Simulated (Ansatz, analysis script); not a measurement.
# MnF2: spin spirals and exchange

Spirals are solved in the crystal's own cell at each q. What do they say of the order in MnF2?

Method: LDA with U = 4 eV on Mn d (ortho-atomic projectors), PAW set soft_1 (files made for PBE), in Ansatz 0.2.0.

### 1. Starting point

The structure is tetragonal, space group P4_2/mnm (No. 136). Conventional cell: a = 4.874 Å, b = 4.874 Å, c = 3.311 Å, α = 90.00°, β = 90.00°, γ = 90.00°. Nearest to Mn lie 6 F at 2.10 to 2.13 Å. Nearest to F lie 3 Mn at 2.10 to 2.13 Å. Farther neighbours and most contacts between anions are not listed.

Coordinates:

```cif
data_structure
_symmetry_space_group_name_H-M 'P 1'
_symmetry_Int_Tables_number 1
_cell_length_a 4.8738
_cell_length_b 4.8738
_cell_length_c 3.3107
_cell_angle_alpha 90.000
_cell_angle_beta 90.000
_cell_angle_gamma 90.000
_cell_volume 78.64
loop_
_atom_site_label
_atom_site_type_symbol
_atom_site_fract_x
_atom_site_fract_y
_atom_site_fract_z
_atom_site_occupancy
Mn1 Mn 0.00000 0.00000 0.00000 1
Mn2 Mn 0.50000 0.50000 0.50000 1
F3 F 0.30530 0.30530 0.00000 1
F4 F 0.19470 0.80530 0.50000 1
F5 F 0.69470 0.69470 0.00000 1
F6 F 0.80530 0.19470 0.50000 1
```

The cell of this run holds 6 atoms, 2 of them with a starting moment; values «a cell» refer to the cell of the run in question.

### 2. Two spin channels first

First a free collinear run, to see which state the typed moments lead to.

File input.yaml:

```yaml
crystal:
  lattice:
    - [4.8738, 0.0, 0.0]
    - [0.0, 4.8738, 0.0]
    - [0.0, 0.0, 3.3107]
  atoms:
    - { symbol: Mn, position: [0.0, 0.0, 0.0], spin: 4.5 }
    - { symbol: Mn, position: [0.5, 0.5, 0.5], spin: -4.5 }
    - { symbol: F, position: [0.3053, 0.3053, 0.0] }
    - { symbol: F, position: [0.1947, 0.8053, 0.5] }
    - { symbol: F, position: [0.6947, 0.6947, 0.0] }
    - { symbol: F, position: [0.8053, 0.1947, 0.5] }
magnetization:
  spin_polarized: true
kpoints:
  mp_grid: { grid: [4, 4, 6] }
hamiltonian:
  xc: lda
  hubbard:
    projectors: ortho-atomic
    sites: [{ species: Mn, l: d, u_eff: 4.0 }]
  pseudopotentials: { kind: paw, azcp: { folder: soft_1 }, xc_functional: pbe }
scf:
  occupations: { method: fermi_dirac, width: 0.05 }
  max_iter: 120
  convergence: { dr2_threshold: 1.0e-08 }
output:
  write_density: true
  write_potential: true
  elf: true
  volumetric_format: npy
```

On the command line:

```console
> ansatz run input.yaml --threads 4 --pin off --max-ram 11264MiB --backend cpu --events-out ev --progress --plain --runs-dir out
```

Numbers of over 12 decimals in the logs are rounded to 6 here.

What it wrote:

```text
Engine: ansatz 0.2.0, aarch64-unknown-linux-gnu
Pseudopotentials: kind: paw
Pseudopotential: Mn, paw, valence charge 15, recommended cutoff 420 eV (normal), soft_1/Mn.paw.azcp
Pseudopotential: F, paw, valence charge 7, recommended cutoff 420 eV (normal), soft_1/F.paw.azcp
Functional definition: SPW92
  exchange = slater_x
  correlation = pw_c
Crystal: 6 atoms, lattice volume = 78.642 Å³
Basis set: ecut = 420 eV, 1519 PW (Γ)
Bands: 41, of which v1, the nominal top of the filled ones, is band 29 counted from 1 (28 counted from 0)
Symmetry: 8 space group operations
Space group: Cmmm (ITA 65), of the structure as read, at distance tolerance 4.3e-5 Å
Magnetic group: BNS 136.498 (UNI 1158), of the structure as read, at distance tolerance 4.3e-5 Å
k-points: 28 of 96
Non-local potential: Mn, projectors of the file, l = 0: 3, l = 1: 2, l = 2: 3, l = 3: 1
Non-local potential: F, projectors of the file, l = 0: 2, l = 1: 2, l = 2: 1
PAW form: soft (Blöchl's): semilocal exchange-correlation on the pseudo side does not see the compensation charge
PAW frozen core: Mn, regenerated for the run's functional, and the local potential with it (the file was generated under x = pbe(κ = 0.804, μ = 0.219515), c = pbe(β = 0.066725))
PAW frozen core: F, regenerated for the run's functional, and the local potential with it (the file was generated under x = pbe(κ = 0.804, μ = 0.219515), c = pbe(β = 0.066725))
PAW one-centre angular grid: Mn, 590 points (default); XC on 64 Gauss nodes
PAW one-centre angular grid: F, 110 points (default); XC on 64 Gauss nodes
Initial density: superposition of atomic densities (chi_scale 0.1, normalization cell, long waves kept (reshape's long-wave potential 0.01 eV rms))
Starting moments: Σ|m| = 9 μB on 2 of 6 sites
Starting magnetic order: altermagnet, d-wave, planar spin-momentum locking; spin-degenerate planes through Γ normal to [0 1 0], [1 0 0] of the run's lattice
Initial wavefunctions: pseudopotential atomic-orbital guess
Functional: x = slater, c = lda
SCF iter   1: F=—  HF=-10882.253258 eV  |F-HF|=—  |Δ(HF+E_count)|=         —  Δρ=4.18e-1 (↑4.18e-1 ↓4.18e-1)  dr2=4.34e2  dr2_m=2.50e1  M=-0.000 μB ∫|m|=2.883 μB  β_m=0.30  ethr=3.10e-3  ⟨swp⟩=5.2  Hψ=8341  notcnv=0  defer=4
preconditioner: auto → Kerker (q_TF=auto, 2.593 Å⁻¹)  [metal: Δε(μ)=0.012 eV  Ē_g=13.385 eV  σ=0.050 eV  W_gap=0.06  n_scr=22 (ndim 8)  ℏωp=27.1 eV  f_vac=0.062  D(μ)=8.83/eV (n_scr^D=128)]
spin=Collinear: Kerker preconditioning applied to the charge; magnetization (m = ρ↑ − ρ↓) channel mixes plain (no charge-response kernel on spin).
SCF iter   2: F=—  HF=-10859.751788 eV  |F-HF|=—  |Δ(HF+E_count)|=    2.25e1  Δρ=1.15e-1 (↑1.15e-1 ↓1.15e-1)  dr2=1.27e1  dr2_m=3.59e0  M=-0.000 μB ∫|m|=9.638 μB  β_m=1.00  ethr=3.10e-3  ⟨swp⟩=4.0  Hψ=6576  notcnv=0  defer=132
preconditioner: auto → Resta (q_TF=auto, 2.593 Å⁻¹)  ε∞=4.0  [insulator: Δε(μ)=2.556 eV  Ē_g=15.776 eV  σ=0.050 eV  W_gap=1.00  n_scr=22 (ndim 8)  ℏωp=27.1 eV  f_vac=0.033  D(μ)=0.00/eV (n_scr^D=0)  ε∞_Penn≈4.0]
spin=Collinear: Resta preconditioning applied to the charge; magnetization (m = ρ↑ − ρ↓) channel mixes plain (no charge-response kernel on spin).
SCF iter   3: F=—  HF=-10856.141272 eV  |F-HF|=—  |Δ(HF+E_count)|=    3.61e0  Δρ=4.70e-2 (↑4.70e-2 ↓4.70e-2)  dr2=3.31e0  dr2_m=4.92e-2  M=0.000 μB ∫|m|=9.691 μB  β_m=1.00  ethr=3.10e-3  ⟨swp⟩=3.0  Hψ=4977  notcnv=0  defer=282
SCF iter   4: F=—  HF=-10856.544130 eV  |F-HF|=—  |Δ(HF+E_count)|=   4.03e-1  Δρ=1.49e-2 (↑1.49e-2 ↓1.49e-2)  dr2=2.74e-1  dr2_m=4.01e-2  M=0.000 μB ∫|m|=9.651 μB  β_m=0.30  ethr=3.10e-3  ⟨swp⟩=3.0  Hψ=4926  notcnv=0  defer=316
Mixer restart at iter 4: flushing history
spin-set hold released at iteration 4 (site moments contracting): the magnetisation degrees of freedom join the quasi-Newton model from the next iteration; the mixer history was flushed
SCF iter   5: F=—  HF=-10857.139522 eV  |F-HF|=—  |Δ(HF+E_count)|=   5.95e-1  Δρ=8.26e-3 (↑8.26e-3 ↓8.26e-3)  dr2=7.48e-2  dr2_m=1.72e-2  M=0.000 μB ∫|m|=9.680 μB  β_m=0.60  ethr=4.73e-4  ⟨swp⟩=2.3  Hψ=3339  notcnv=0  defer=284
SCF iter   6: F=—  HF=-10857.820982 eV  |F-HF|=—  |Δ(HF+E_count)|=   6.81e-1  Δρ=5.01e-3 (↑5.01e-3 ↓5.00e-3)  dr2=3.35e-2  dr2_m=1.74e-3  M=0.000 μB ∫|m|=9.707 μB  β_m=0.58  ethr=1.29e-4  ⟨swp⟩=3.0  Hψ=4286  notcnv=0  defer=284
SCF iter   7: F=—  HF=-10857.820613 eV  |F-HF|=—  |Δ(HF+E_count)|=   3.68e-4  Δρ=8.51e-4 (↑8.50e-4 ↓8.51e-4)  dr2=1.77e-3  dr2_m=4.39e-5  M=0.000 μB ∫|m|=9.716 μB  β_m=0.79  ethr=5.78e-5  ⟨swp⟩=2.1  Hψ=3818  notcnv=0  defer=284
SCF iter   8: F=—  HF=-10857.820946 eV  |F-HF|=—  |Δ(HF+E_count)|=   3.33e-4  Δρ=2.23e-4 (↑2.23e-4 ↓2.23e-4)  dr2=1.37e-4  dr2_m=2.07e-6  M=0.000 μB ∫|m|=9.715 μB  β_m=0.84  ethr=3.05e-6  ⟨swp⟩=2.8  Hψ=3874  notcnv=0  defer=276
SCF iter   9: F=—  HF=-10857.820985 eV  |F-HF|=—  |Δ(HF+E_count)|=   3.87e-5  Δρ=1.29e-4 (↑1.28e-4 ↓1.29e-4)  dr2=4.27e-5  dr2_m=2.53e-6  M=0.000 μB ∫|m|=9.715 μB  β_m=0.85  ethr=2.36e-7  ⟨swp⟩=2.0  Hψ=3591  notcnv=0  defer=276
SCF iter  10: F=—  HF=-10857.820984 eV  |F-HF|=—  |Δ(HF+E_count)|=   7.23e-7  Δρ=4.54e-5 (↑4.49e-5 ↓4.54e-5)  dr2=3.09e-6  dr2_m=6.70e-7  M=0.000 μB ∫|m|=9.715 μB  β_m=0.81  ethr=7.37e-8  ⟨swp⟩=2.0  Hψ=3532  notcnv=0  defer=276
SCF iter  11: F=—  HF=-10857.820984 eV  |F-HF|=—  |Δ(HF+E_count)|=   3.51e-7  Δρ=1.48e-5 (↑1.48e-5 ↓1.47e-5)  dr2=2.66e-7  dr2_m=8.22e-8  M=0.000 μB ∫|m|=9.715 μB  β_m=0.90  ethr=5.33e-9  ⟨swp⟩=2.0  Hψ=3373  notcnv=0  defer=276
SCF iter  12: F=-10857.820984 eV  HF=-10857.820984 eV  |F-HF|=1.50e-9  |Δ(HF+E_count)|=   5.57e-8  Δρ=1.83e-6 (↑1.69e-6 ↓1.83e-6)  dr2=9.21e-9  dr2_m=8.98e-11  M=0.000 μB ∫|m|=9.715 μB  ethr=1.72e-11  ⟨swp⟩=8.0  Hψ=8985  notcnv=0
SCF 1 converged in 12 iterations: F = -10857.820984 eV  dr2 = 9.21e-9
  greatest PAW one-centre occupation: 1.000 electrons in one spin orbital (limit 2), on the Mn atom at site 1 (counted from 0), in its partial waves of l = 1
SCF converged after 12 iterations
Magnetization: 0.0000 μB (29.0000 up, 29.0000 down)
Absolute magnetization: 9.7175 μB (∫|ρ↑−ρ↓|, with the PAW one-centre terms)
Spin contamination: 4.9793 ħ² per cell (⟨S²⟩ above its minimum at these occupations)
Per-site moments (μB) at R_I (Å): [(4.202830, 0.868027), (-4.202829, 0.868027), (-0.023152, 0.868027), (0.023152, 0.868027), (-0.023152, 0.868027), (0.023152, 0.868027)]
Free energy (F): -10857.820984 eV
Harris-Foulkes:  -10857.820984 eV  (|F-HF|=1.50e-9)
Internal energy: -10857.820984 eV  (E = F + TS)
E sigma→0 (E₀):  -10857.820984 eV
Fermi energy:    6.590564 eV
--- Per-component energies (eV) ---
  E_band       = -855.284974
  E_kinetic    = 1405.913106
  E_local      = -7700.767325  (includes V_loc(G=0)·N_el)
  E_nonlocal   = 1308.506688
  E_hartree    = 2910.024997
  E_xc         = -508.373531
  E_vxc        = -656.300022  (∫ρ·V_xc dr)
  E_hubbard    = 0.891187  (on-site DFT+U / exact-exchange correction)
  E_vhub       = -19.045064  (the Hubbard potential's part of the band-sum identity)
  E_paw        = -3320.232366  (= ΣΔE_a)
  E_vpaw       = -1013.646149  (= ΣTr[D̂ρ^β])
  E_aug_tail   = 0.002914  (compensation charges beyond the density's cutoff)
  E_ewald      = -4955.007567
  E_core_change = 1.220914  (= ΣΔE_core)
  E_smearing   = -0.000000  (= −TS)
  E_closure    = 0.000000  (closes the sum)
  Σ components = -10857.820984   (vs F -10857.820984, Δ=0.00e0)
--- Band table (eV; the first three rows and the last of 56) ---
  k-point 0 ↑: bands = [... 25 lower, 2.8440, 3.2620, 4.3891, 4.8480, 8.1638, 10.1601, 10.6787, 10.6906, ... 8 higher]
  k-point 1 ↑: bands = [... 25 lower, 3.1191, 3.2047, 4.3749, 4.5846, 8.8789, 10.3171, 10.6196, 10.6326, ... 8 higher]
  k-point 2 ↑: bands = [... 25 lower, 3.1471, 3.4462, 4.2315, 4.3721, 10.2855, 10.5146, 10.5185, 10.7455, ... 8 higher]
  k-point 27 ↓: bands = [... 25 lower, 3.0005, 3.3295, 4.0935, 4.6579, 10.4446, 10.4526, 10.6986, 11.0761, ... 8 higher]
Occupation matrices written to <dir>
```

It took 5.2 s on 4 threads of Arm Neoverse V1, shared host; peak memory 0.5 GiB.

Spin moment in the atom's sphere by atom:

| atom | spin moment in the atom's sphere (μB) |
| --- | --- |
| Mn1 | 4.20 |
| Mn2 | -4.20 |
| F3 | -0.02 |
| F4 | 0.02 |
| F5 | -0.02 |
| F6 | 0.02 |

Tables count atoms from 1; parts of the log count from 0.

The run ends antiferromagnetic, with a net moment of 0 μB a cell. Only this order was typed.

Spin density in the ab plane at fractional z = 0.000, with atoms of Mn and F within 0.2 Å of it.

Ten even steps from '_' (-0.06 × 1e0 e/Å³) to '@' (8.31 × 1e0 e/Å³), each cell a mean:
```
**::____________________..==
..__________________________
____________________________
____________________________
____________________________
____________________________
____________________________
____________________________
____________________________
____________________________
____________________________
--..______________________::
@@--____________________..**
```
Columns run along a (4.9 Å), rows up along b (4.9 Å). Atoms in or near the plane, at fractional coordinates: Mn at (0.00, 0.00), F at (0.31, 0.31), F at (0.69, 0.69).

Valence density in the ab plane at fractional z = 0.000, with atoms of Mn and F within 0.2 Å of it. It is the smooth field of the valence electrons, not physical close to the nuclei.

Values in e/Å³, 13 rows by 14 columns, each cell a mean:
```
17  7  1  0  0  0  0  0  0  0  0  0  3 12
 3  1  0  0  0  0  0  0  0  1  1  0  1  2
 0  0  0  0  0  0  0  0  1  4  4  2  0  0
 0  0  0  0  0  0  0  1  3 11 10  3  1  0
 0  0  0  0  0  0  0  0  2  7  7  2  0  0
 0  0  0  0  0  0  0  0  1  1  1  1  0  0
 0  0  0  0  1  0  0  0  0  0  0  0  0  0
 0  0  1  2  4  3  1  0  0  0  0  0  0  0
 0  0  1  6 12  7  1  0  0  0  0  0  0  0
 0  0  1  5  9  5  1  0  0  0  0  0  0  0
 1  1  1  1  2  1  0  0  0  0  0  0  0  1
 8  4  1  0  0  0  0  0  0  0  0  0  1  6
25 10  2  0  0  0  0  0  0  0  0  0  4 17
```
Columns run along a (4.9 Å), rows up along b (4.9 Å). Atoms in or near the plane, at fractional coordinates: Mn at (0.00, 0.00), F at (0.31, 0.31), F at (0.69, 0.69).

ELF in the ab plane at fractional z = 0.000, with atoms of Mn and F within 0.2 Å of it. It is the smooth field of the valence electrons, not physical close to the nuclei.

Ten even steps from '_' (0.01) to '@' (0.79), each cell a mean:
```
%%**--..________..::....==##
++==..________--##%%##--::==
....________..**@@@@@@%%--..
____________::##@@####@@##..
____________..**@@%%@@@@##::
______..::..__::**@@@@%%++..
__..==####**::__..====--..__
__--%%@@@@@@##::____________
__==@@@@##@@@@==____________
__::##@@%%@@@@++____________
--::--%%@@@@##--________..--
##++::::==++--________..==**
@@##==..______________::++%%
```
Columns run along a (4.9 Å), rows up along b (4.9 Å). Atoms in or near the plane, at fractional coordinates: Mn at (0.00, 0.00), F at (0.31, 0.31), F at (0.69, 0.69).

Each spiral starts from these moments, tilted 90° from the rotation axis z (a flat spiral), with their directions locked in the turning frame; energies are taken at the locked directions, corrected for the field of the lock. Spin–orbit coupling is switched off, so the energy does not depend on how the axis lies in the crystal. The folder named start holds the saved collinear state, from which each run begins.

The runs on spinors take the mesh 8×8×8.

### 3. q = (0, 0, 0)

The reference is the same input at q = 0, so that basis and exchange-correlation form match those at other q. Every q is chosen so that q/2 is a mesh vector: every spiral then samples the k-points of q = 0, and much mesh noise cancels.

input.yaml, the sections that differ from step 2:

```yaml
crystal:
  lattice:
    - [4.8738, 0.0, 0.0]
    - [0.0, 4.8738, 0.0]
    - [0.0, 0.0, 3.3107]
  atoms:
    - { symbol: Mn, position: [0.0, 0.0, 0.0], spin: 4.2, spin_axis: [1.0, 0.0, 0.0] }
    - { symbol: Mn, position: [0.5, 0.5, 0.5], spin: 4.2, spin_axis: [-1.0, 0.0, 0.0] }
    - { symbol: F, position: [0.3053, 0.3053, 0.0] }
    - { symbol: F, position: [0.1947, 0.8053, 0.5] }
    - { symbol: F, position: [0.6947, 0.6947, 0.0] }
    - { symbol: F, position: [0.8053, 0.1947, 0.5] }
kpoints:
  mp_grid: { grid: [8, 8, 8] }
basis:
  ecutwfc: 420.0
magnetization:
  noncollinear: true
  spin_spiral: { q: [0.0, 0.0, 0.0] }
  spin_locking: { lock_directions: true }
checkpoint:
  read: start
# hamiltonian, scf: as in step 2
# output: removed
```

On the command line:

```console
> ansatz run input.yaml --threads 2 --pin off --max-ram 5632MiB --backend cpu --events-out ev --progress --plain --runs-dir out
```

What it wrote:

```text
Warning: magnetization.spin_spiral: disabling space-group detection — beside a Hubbard shell, its report or a lock it is not worked out which of the operations that keep the spiral keep those too, and one that does not would average them into another order's, and files of the run's orbitals state none, so no spatial operation reduces the k-mesh or symmetrises the density; of a planar spiral with no Hubbard correction or report and no files of its own orbitals, on a mesh that holds points beside their negatives, k and −k, whose spinors are each other's conjugates with the components exchanged, are solved as one point, and the moment along z is held at nought; [rest of the remark cut]
Warning: checkpoint.read: spin treatment differs: saved collinear, current noncollinear; the saved charge density seeds this run and the saved magnetisation is carried along the axis that this deck's starting moments share; the saved density holds an absolute magnetisation of 9.7e0 μB; saved orbitals are not carried; the saved PAW projector densities are carried along that axis; the saved DFT+U occupations are carried along that axis
Warning: checkpoint.read: magnetization.spin_spiral differs: saved none, current q = [0, 0, 0]; the saved state is no spin spiral's: the SCF starts from none of its orbitals and from its density, each atom's moment turned about z as a whole to its place on this deck's spiral. A spiral's own state at q: [0, 0, 0] serves better
[...]
Crystal: 6 atoms, lattice volume = 78.642 Å³
Basis set: ecut = 420 eV, 1519 PW (Γ)
Bands: 70, of which v1, the nominal top of the filled ones, is band 58 counted from 1 (57 counted from 0)
Symmetry: 1 space group operations
k-points: 512
Spin spiral: q = (0, 0, 0) of the reciprocal vectors; moments are told in the frame that turns with it, a site's in that at the site
[...]
Starting moments: Σ|m| = 8.4 μB on 2 of 6 sites; this step starts from the density that it was given
[...]
iter 1 solved again at ethr=2.19e-7 eV; its pass at ethr=3.10e-3 eV (dr2=1.27e-4 eV) is discarded
SCF iter   1: F=-10857.821055 eV  HF=-10857.821055 eV  |F-HF|=1.34e-8  |Δ(HF+E_count)|=         —  Δρ=8.56e-6  dr2=1.76e-8  dr2_m=4.91e-10  ethr=2.19e-7  |M|=3.44e-8 ∫|m|=9.71e0 μB  |m|>n=0.0e0 m-floor=0.0e0 τ_xc=1.1e-24  β_m=0.30  ⟨swp⟩=3.0  Hψ=207759  notcnv=0
eigensolver tolerance schedule: the retry pair's looser diagonalisation over-reported the residual by 7217.69 of it (diagonalisation noise at 1.04 of the residual, at the tolerance the schedule requests for it); recorded, not acted on — ethr = c·dr2/N_el stays at c = 1.0e-1
[...]
spin=Noncollinear: Resta preconditioning applied to the charge; magnetization (m_x, m_y, m_z) channels mix plain (no charge-response kernel on spin).
SCF iter   2: F=-10857.821055 eV  HF=-10857.821055 eV  |F-HF|=8.97e-9  |Δ(HF+E_count)|=   3.29e-8  Δρ=6.07e-6  dr2=8.34e-9  dr2_m=1.50e-10  ethr=1.72e-11  |M|=3.45e-9 ∫|m|=9.71e0 μB  |m|>n=0.0e0 m-floor=0.0e0 τ_xc=1.5e-25  ⟨swp⟩=1.0  Hψ=116196  notcnv=0
SCF 1 converged in 2 iterations: F = -10857.821055 eV  dr2 = 8.34e-9
[...]
SCF converged after 2 iterations
Stability not checked: this state was not tested for a lower state beside it, because a magnetisation constraint still acts at the end of the SCF (magnetization_constraint; see scf.lower_state_search)
Magnetization: |M| = 0.0000 μB,  M = (-0.0000, -0.0000, -0.0000) μB
Absolute magnetization: 9.7175 μB (∫|m|, with the PAW one-centre terms)
  site 0: m = (+4.2028, -0.0000, -0.0000) μB, |m| = 4.2028 μB  (R = 0.87 Å)
  site 1: m = (-4.2028, -0.0000, +0.0000) μB, |m| = 4.2028 μB  (R = 0.87 Å)
  site 2: m = (-0.0232, +0.0000, -0.0000) μB, |m| = 0.0232 μB  (R = 0.87 Å)
  site 3: m = (+0.0232, +0.0000, +0.0000) μB, |m| = 0.0232 μB  (R = 0.87 Å)
  site 4: m = (-0.0232, +0.0000, +0.0000) μB, |m| = 0.0232 μB  (R = 0.87 Å)
  site 5: m = (+0.0232, +0.0000, +0.0000) μB, |m| = 0.0232 μB  (R = 0.87 Å)
--- Magnetisation constraints (ε_frz = 1.0e-4 eV) ---
  site  kind           target                            achieved (μB)             |Δ|max (μB)  g (eV/μB)                    λ_eff  esc  ok   flags
  0     per_site_axis  ê (+1.000, +0.000, +0.000) ≥0.00  (+4.203, -0.000, -0.000)  1.62e-9      (+0.0e0, -7.5e-10, -3.2e-9)  1.000  0    yes
  1     per_site_axis  ê (-1.000, +0.000, +0.000) ≥0.00  (-4.203, -0.000, +0.000)  2.54e-9      (+0.0e0, -5.1e-9, +9.2e-10)  1.000  0    yes
Free energy (F): -10857.821055 eV
[...]
Internal energy: -10857.821055 eV  (E = F + TS)
E sigma→0 (E₀):  -10857.821055 eV
Fermi energy:    6.625139 eV
[...]
```

Run time: 4.6 min. Hardware: 2 threads; peak memory 4.9 GiB; 9.2 min of CPU time.

The largest moment is 4.20 μB, against 4.20 μB in the collinear run.

### 4. q = (0, 0, 0.25)

Only q changes. The cell stays that of the crystal, since the generalised Bloch theorem carries the rotation from cell to cell.

input.yaml: that of step 3 with these lines changed.

```diff
@@ -28,3 +28,3 @@
   noncollinear: true
-  spin_spiral: { q: [0.0, 0.0, 0.0] }
+  spin_spiral: { q: [0.0, 0.0, 0.25] }
   spin_locking: { lock_directions: true }
```

What it wrote:

```text
[...]
Crystal: 6 atoms, lattice volume = 78.642 Å³
Basis set: ecut = 420 eV, 1519 PW (Γ)
Bands: 70, of which v1, the nominal top of the filled ones, is band 58 counted from 1 (57 counted from 0)
Symmetry: 1 space group operations
k-points: 512
[...]
SCF iter   7: F=-10857.814636 eV  HF=-10857.814636 eV  |F-HF|=3.06e-10  |Δ(HF+E_count)|=   7.11e-9  Δρ=1.48e-6  dr2=1.87e-9  dr2_m=1.35e-10  ethr=1.72e-11  |M|=2.22e-9 ∫|m|=9.69e0 μB  |m|>n=0.0e0 m-floor=0.0e0 τ_xc=4.7e-17  ⟨swp⟩=1.0  Hψ=94464  notcnv=0
SCF 1 converged in 7 iterations: F = -10857.814636 eV  dr2 = 1.87e-9
[...]
SCF converged after 7 iterations
[...]
Magnetization: |M| = 0.0000 μB,  M = (+0.0000, +0.0000, -0.0000) μB
Absolute magnetization: 9.6917 μB (∫|m|, with the PAW one-centre terms)
  site 0: m = (+4.2037, +0.0000, -0.0000) μB, |m| = 4.2037 μB  (R = 0.87 Å)
  site 1: m = (-4.2037, -0.0000, +0.0000) μB, |m| = 4.2037 μB  (R = 0.87 Å)
  site 2: m = (-0.0092, +0.0000, -0.0000) μB, |m| = 0.0092 μB  (R = 0.87 Å)
  site 3: m = (+0.0092, -0.0000, -0.0000) μB, |m| = 0.0092 μB  (R = 0.87 Å)
  site 4: m = (-0.0092, +0.0000, -0.0000) μB, |m| = 0.0092 μB  (R = 0.87 Å)
  site 5: m = (+0.0092, +0.0000, -0.0000) μB, |m| = 0.0092 μB  (R = 0.87 Å)
--- Magnetisation constraints (ε_frz = 1.0e-4 eV) ---
[...]
0     per_site_axis  ê (+1.000, +0.000, +0.000) ≥0.00  (+4.204, +0.000, -0.000)  2.15e-10     (+0.0e0, +1.0e-10, -4.3e-10)  1.000  0    yes
  1     per_site_axis  ê (-1.000, +0.000, +0.000) ≥0.00  (-4.204, -0.000, +0.000)  9.62e-11     (+0.0e0, -3.8e-11, +1.9e-10)  1.000  0    yes
Free energy (F): -10857.814636 eV
[...]
Internal energy: -10857.814636 eV  (E = F + TS)
E sigma→0 (E₀):  -10857.814636 eV
Fermi energy:    6.643145 eV
[...]
```

Wall time 9.2 min (2 threads); peak memory 5.1 GiB; 18 min of CPU time.

The energy of the cell lies 6.42 meV above that at q = 0, and the largest moment is 4.20 μB against 4.20 μB.

(Part 1 of 2 ends here.)

[Logs and program files are shortened in this print: banners, set-up blocks, solver, clock and traceback lines can be left out without a mark of their own.]

[Logs are printed without paths, hosts, clocks, repeated set-up lines and the standing remarks that a program may print on its own settings, such as how far it seeks lower states.]

[Hosts, paths, dates, database ids (printed as entryN), source tags and the programs' standing remarks are cut or masked in the printed files.]
